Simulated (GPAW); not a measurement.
# Optical response of Ru

Aim: the dielectric function of Ru, and the optical constants that follow from it.

Calculated with GPAW 26.7.0; DFT, PBE, plane-wave PAW (GPAW data sets), scalar-relativistic, RPA, optical limit.

Report form: the programs' logs are mostly left out.

## Step 1: The starting structure

It takes space group P6_3/mmc (No. 194, hexagonal). Conventional cell: a = 2.706 Å, b = 2.706 Å, c = 4.282 Å, α = 90.00°, β = 90.00°, γ = 120.00°. Nearest to Ru lie 12 Ru at 2.65 to 2.71 Å.

## Step 2: Ground state

First the ground state: is it a metal or has it a gap?

This step: DFT, PBE, plane-wave PAW (GPAW data sets), scalar-relativistic, ground state (GPAW 26.7.0).

Contents of gs.py:

```python
from ase import Atoms
from ase.dft.bandgap import bandgap
from gpaw import GPAW, PW, FermiDirac

atoms = Atoms(['Ru', 'Ru'],
              cell=[[2.705800000000, 0.000000000000, 0.000000000000],
                    [-1.352900000000, 2.343291537600, 0.000000000000],
                    [0.000000000000, 0.000000000000, 4.281900000000]],
              scaled_positions=[[0.666666666700, 0.333333333300, 0.750000000000],
                                [0.333333333300, 0.666666666700, 0.250000000000]],
              pbc=[True, True, True])
atoms.calc = GPAW(mode=PW(500), xc='PBE', kpts={'size': (9, 9, 5), 'gamma': True},
                  occupations=FermiDirac(0.05), maxiter=150, txt='gs.txt')
print('energy (eV)', atoms.get_potential_energy())
print('Fermi level (eV)', atoms.calc.get_fermi_level())
print('valence electrons', atoms.calc.get_number_of_electrons())
print('gap (eV)', bandgap(atoms.calc, output=None)[0])
print('direct gap (eV)', bandgap(atoms.calc, direct=True, output=None)[0])
atoms.calc.write('gs.gpw')
```

The run is started by

```
$ OMP_NUM_THREADS=1 python gs.py
```

It took 9.9 s on 1 thread of Intel Xeon Platinum 8375C at 2.90GHz (Ice Lake), shared host; peak memory 0.15 GiB.

Numbers from this step:

```
energy       : -18.93 eV
Fermi energy : 13.53 eV
electrons    : 32
```

There are states at the Fermi level within the smearing, so the occupations stay smeared and the carriers get a Drude term.

## Step 3: Bands for the response

At the fixed density, many empty bands are solved on the mesh of the response, since the spectrum sums over them.

This step: DFT, PBE, plane-wave PAW (GPAW data sets), scalar-relativistic, bands at fixed density (GPAW 26.7.0).

Contents of nscf.py:

```python
from ase.dft.bandgap import bandgap
from gpaw import GPAW, FermiDirac

calc = GPAW('gs.gpw').fixed_density(kpts={'size': (21, 21, 12), 'gamma': True}, nbands=38, convergence={'bands': 32},
                                    occupations=FermiDirac(0.05), txt='nscf.txt')
print('gap (eV)', bandgap(calc, output=None)[0])
print('direct gap (eV)', bandgap(calc, direct=True, output=None)[0])
print('top band over the Fermi level (eV)', min(calc.get_eigenvalues(kpt=k)[31] for k in range(len(calc.get_ibz_k_points()))) - calc.get_fermi_level())
calc.write('full.gpw', mode='all')
```

The run is started by

```
$ OMP_NUM_THREADS=1 python nscf.py
```

Wall time 2 min (1 thread); peak memory 0.43 GiB.

## Step 4: Dielectric function, RPA

Transitions between filled and empty bands, summed over the zone, give the optical response, so mesh, band count and broadening shape it.

The induced potential is part of this response.

This step: DFT, PBE, plane-wave PAW (GPAW data sets), scalar-relativistic, RPA, optical limit (GPAW 26.7.0).

Contents of df.py:

```python
from gpaw.response.df import DielectricFunction

df = DielectricFunction('full.gpw', frequencies={'type': 'nonlinear', 'domega0': 0.03, 'omega2': 8},
                        ecut=50,
                        eta=0.15,
                        nbands=32,
                        rate=0.05,
                        txt='df.txt')
for direction in ['x', 'z']:
    df.get_dielectric_function(xc='RPA', direction=direction, filename=f'df_{direction}.csv')
```

The run is started by

```
$ OMP_NUM_THREADS=1 python df.py
```

Elapsed: 41 s, on 1 thread; peak memory 0.23 GiB.

Numbers from this step:

- main peak of the optical conductivity above 1 eV, first axis: 2.144 eV

Some rows of df_x.csv (energy; Re and Im without local fields; Re and Im with them):

```text
0.000000, 20299.022357, 0.000000, 20298.920920, 0.000000
0.460735, -189.842558, 69.076843, -189.911461, 69.044837
0.943989, -17.062617, 21.173871, -17.121726, 21.168051
1.451455, 14.263128, 31.437332, 14.219539, 31.428595
1.984998, 10.605151, 49.738751, 10.639856, 49.747972
2.546682, -11.374421, 38.900527, -11.597130, 39.011997
3.138794, -16.755904, 29.907567, -17.011773, 29.665621
3.763875, -14.471945, 13.793078, -14.420949, 13.562204
4.424758, -9.769464, 9.434486, -9.617063, 9.339399
5.124608, -8.463036, 6.306977, -8.495604, 6.418474
5.866977, -6.385081, 4.430518, -6.453923, 4.502456
6.655862, -4.878650, 2.998596, -4.963540, 3.001052
7.495775, -3.571250, 1.926864, -3.623201, 1.916445
8.391833, -2.231956, 1.400836, -2.280434, 1.396773
9.349861, -1.088466, 1.132053, -1.134375, 1.129014
10.376517, -0.235168, 1.022131, -0.276259, 1.029619
11.479449, 0.390229, 1.370745, 0.338734, 1.403788
12.667487, 0.504170, 1.676015, 0.418639, 1.726440
13.950874, 0.869840, 1.613264, 0.724547, 1.643966
```

Table of Im ε by photon energy; read off at these points:

| photon energy (eV) | E ∥ x | E ∥ z |
| --- | --- | --- |
| 0.50 | 58.3 | 92.0 |
| 1.00 | 21.3 | 53.3 |
| 1.50 | 32.2 | 40.3 |
| 2.00 | 50.1 | 39.3 |
| 2.10 | 51.2 | 39.4 |
| 2.50 | 41.0 | 27.3 |
| 3.00 | 32.8 | 21.7 |
| 3.50 | 17.8 | 19.5 |
| 4.00 | 11.8 | 17.2 |
| 4.50 | 9.41 | 9.98 |
| 5.00 | 6.98 | 6.83 |
| 5.50 | 5.39 | 4.96 |
| 6.00 | 4.22 | 4.28 |
| 6.50 | 3.43 | 3.75 |
| 7.00 | 2.70 | 2.81 |
| 7.50 | 1.91 | 1.95 |
| 8.00 | 1.69 | 1.54 |
| 8.50 | 1.30 | 1.21 |
| 9.00 | 1.28 | 1.01 |
| 9.50 | 1.12 | 0.916 |
| 10.00 | 1.14 | 0.941 |
| 10.50 | 1.03 | 1.04 |
| 11.00 | 1.43 | 1.58 |
| 11.50 | 1.41 | 2.05 |
| 12.00 | 1.58 | 1.89 |
| 12.50 | 1.64 | 1.80 |
| 13.00 | 1.59 | 1.94 |
| 13.50 | 1.48 | 2.02 |

The Re ε by photon energy:

| photon energy (eV) | E ∥ x | E ∥ z |
| --- | --- | --- |
| 0.5 | -158 | -224 |
| 1.0 | -10.2 | -45.0 |
| 1.5 | 15.4 | -17.7 |
| 2.0 | 9.85 | -10.8 |
| 2.5 | -10.6 | -17.2 |
| 3.0 | -13.4 | -10.2 |
| 3.5 | -18.5 | -10.2 |
| 4.0 | -12.6 | -14.1 |
| 4.5 | -9.21 | -12.2 |
| 5.0 | -9.33 | -9.75 |
| 5.5 | -7.20 | -8.06 |
| 6.0 | -5.95 | -6.35 |
| 6.5 | -5.44 | -5.62 |
| 7.0 | -4.25 | -4.88 |
| 7.5 | -3.61 | -3.89 |
| 8.0 | -2.62 | -3.02 |
| 8.5 | -2.10 | -2.41 |
| 9.0 | -1.49 | -1.64 |
| 9.5 | -0.977 | -0.967 |
| 10.0 | -0.563 | -0.367 |
| 10.5 | -0.102 | 0.161 |
| 11.0 | 0.186 | 0.619 |
| 11.5 | 0.345 | 0.475 |
| 12.0 | 0.389 | 0.513 |
| 12.5 | 0.466 | 0.174 |
| 13.0 | 0.417 | 0.587 |
| 13.5 | 0.411 | 0.157 |

Table of refractive index n and extinction k by photon energy:

| photon energy (eV) | n, E ∥ x | k, E ∥ x | n, E ∥ z | k, E ∥ z |
| --- | --- | --- | --- | --- |
| 1 | 2.60 | 4.12 | 3.52 | 7.58 |
| 2 | 5.52 | 4.54 | 3.87 | 5.08 |
| 3 | 3.32 | 4.94 | 2.63 | 4.14 |
| 4 | 1.52 | 3.87 | 2.02 | 4.26 |
| 5 | 1.08 | 3.24 | 1.04 | 3.29 |
| 6 | 0.820 | 2.57 | 0.809 | 2.65 |
| 7 | 0.627 | 2.15 | 0.612 | 2.29 |
| 8 | 0.498 | 1.69 | 0.432 | 1.79 |
| 9 | 0.489 | 1.31 | 0.377 | 1.34 |
| 10 | 0.593 | 0.957 | 0.567 | 0.830 |
| 11 | 0.903 | 0.793 | 1.08 | 0.734 |
| 12 | 1.01 | 0.788 | 1.11 | 0.851 |
| 13 | 1.01 | 0.783 | 1.14 | 0.848 |

The loss function −Im 1/ε at q → 0 has structure finer than the step of the table below, so its rows give means over 0.5 eV, whole bins alone (the curve runs from 0.305 to 14.0 eV). Peaks (eV: height): E ∥ x 10.52: 0.967; E ∥ z 10.31: 1.02.

Loss function −Im 1/ε at q → 0 against energy loss; means over each step:

| energy loss (eV) | E ∥ x | E ∥ z |
| --- | --- | --- |
| 1.0 | 0.0301 | 0.0112 |
| 1.5 | 0.0254 | 0.0209 |
| 2.0 | 0.0197 | 0.0236 |
| 2.5 | 0.0236 | 0.0272 |
| 3.0 | 0.0264 | 0.0377 |
| 3.5 | 0.0281 | 0.0404 |
| 4.0 | 0.0395 | 0.0355 |
| 4.5 | 0.0522 | 0.0392 |
| 5.0 | 0.0534 | 0.0479 |
| 5.5 | 0.0661 | 0.0567 |
| 6.0 | 0.0792 | 0.0738 |
| 6.5 | 0.0860 | 0.0845 |
| 7.0 | 0.105 | 0.0893 |
| 7.5 | 0.118 | 0.103 |
| 8.0 | 0.170 | 0.135 |
| 8.5 | 0.223 | 0.173 |
| 9.0 | 0.335 | 0.274 |
| 9.5 | 0.504 | 0.505 |
| 10.0 | 0.717 | 0.895 |
| 10.5 | 0.900 | 0.914 |
| 11.0 | 0.720 | 0.580 |
| 11.5 | 0.668 | 0.489 |
| 12.0 | 0.597 | 0.496 |
| 12.5 | 0.567 | 0.524 |
| 13.0 | 0.582 | 0.465 |
| 13.5 | 0.609 | 0.479 |

Table of Im ε, E ∥ x by photon energy; read off at these points:

| photon energy (eV) | without local fields | with local fields |
| --- | --- | --- |
| 0.50 | 58.3 | 58.3 |
| 1.00 | 21.3 | 21.3 |
| 1.50 | 32.2 | 32.2 |
| 2.00 | 50.1 | 50.1 |
| 2.10 | 51.2 | 51.2 |
| 2.50 | 40.8 | 41.0 |
| 3.00 | 33.0 | 32.8 |
| 3.50 | 18.1 | 17.8 |
| 4.00 | 11.9 | 11.8 |
| 4.50 | 9.49 | 9.41 |
| 5.00 | 6.83 | 6.98 |
| 5.50 | 5.32 | 5.39 |
| 6.00 | 4.16 | 4.22 |
| 6.50 | 3.42 | 3.43 |
| 7.00 | 2.71 | 2.70 |
| 7.50 | 1.92 | 1.91 |
| 8.00 | 1.69 | 1.69 |
| 8.50 | 1.30 | 1.30 |
| 9.00 | 1.29 | 1.28 |
| 9.50 | 1.13 | 1.12 |
| 10.00 | 1.14 | 1.14 |
| 10.50 | 1.02 | 1.03 |
| 11.00 | 1.41 | 1.43 |
| 11.50 | 1.38 | 1.41 |
| 12.00 | 1.54 | 1.58 |
| 12.50 | 1.59 | 1.64 |
| 13.00 | 1.54 | 1.59 |
| 13.50 | 1.44 | 1.48 |

From ε follow the optical constants at some laser and lamp lines:

| wavelength (nm) | n x | k x | R (%) x | 1/α x | n z | k z | R (%) z | 1/α z |
| --- | --- | --- | --- | --- | --- | --- | --- | --- |
| 1550 | 1.80 | 6.714 | 86.4 | 18 nm | 3.44 | 9.135 | 86.7 | 14 nm |
| 800 | 5.20 | 3.207 | 57.3 | 20 nm | 3.61 | 5.411 | 71.4 | 12 nm |
| 532 | 4.45 | 5.049 | 67.8 | 8.4 nm | 3.11 | 5.227 | 71.9 | 8.1 nm |
| 450 | 3.44 | 4.790 | 67.7 | 7.5 nm | 2.48 | 4.330 | 67.9 | 8.3 nm |
| 405 | 3.16 | 5.024 | 70.3 | 6.4 nm | 2.60 | 4.137 | 65.4 | 7.8 nm |
| 308 | 1.51 | 3.842 | 71.3 | 6.4 nm | 1.96 | 4.260 | 70.9 | 5.8 nm |
| 193 | 0.75 | 2.472 | 67.4 | 6.2 nm | 0.80 | 2.496 | 66.4 | 6.2 nm |

A polished face would reflect 69 % of daylight and look light grey (CIE x = 0.311, y = 0.332 under D65).

## Step 5: Results

- main peak of the optical conductivity above 1 eV, first axis: 2.14 eV

In words: At this level (PBE, RPA) Ru is a metal; it reflects 68 % at 550 nm for E ∥ x. A polished face would reflect 69 % of daylight and look light grey (CIE x = 0.311, y = 0.332 under D65). The carriers' damping of 0.05 eV is typed, not computed; it shapes the response at the lowest energies. The sum runs over mesh points, so small or evenly spaced maxima can still be ripples of the mesh. In this version of GPAW the matrix elements of the optical limit are incomplete, which can lower ε − 1 by up to a tenth where first-row anions or d states rule, and shift it by more in d metals. GPAW's carrier term has the form −ωp²/(ω + i·rate)², which damps like twice the rate and fails at low energy, so the curves leave the lowest energies out.

[Machine, clock and banner lines and Python warnings are left out of the logs.]

[Logs are printed without paths, hosts, clocks, repeated set-up lines and the standing remarks that a program may print on its own settings, such as how far it seeks lower states.]

[Hosts, paths, dates, database ids (printed as entryN), source tags and the programs' standing remarks are cut or masked in the printed files.]
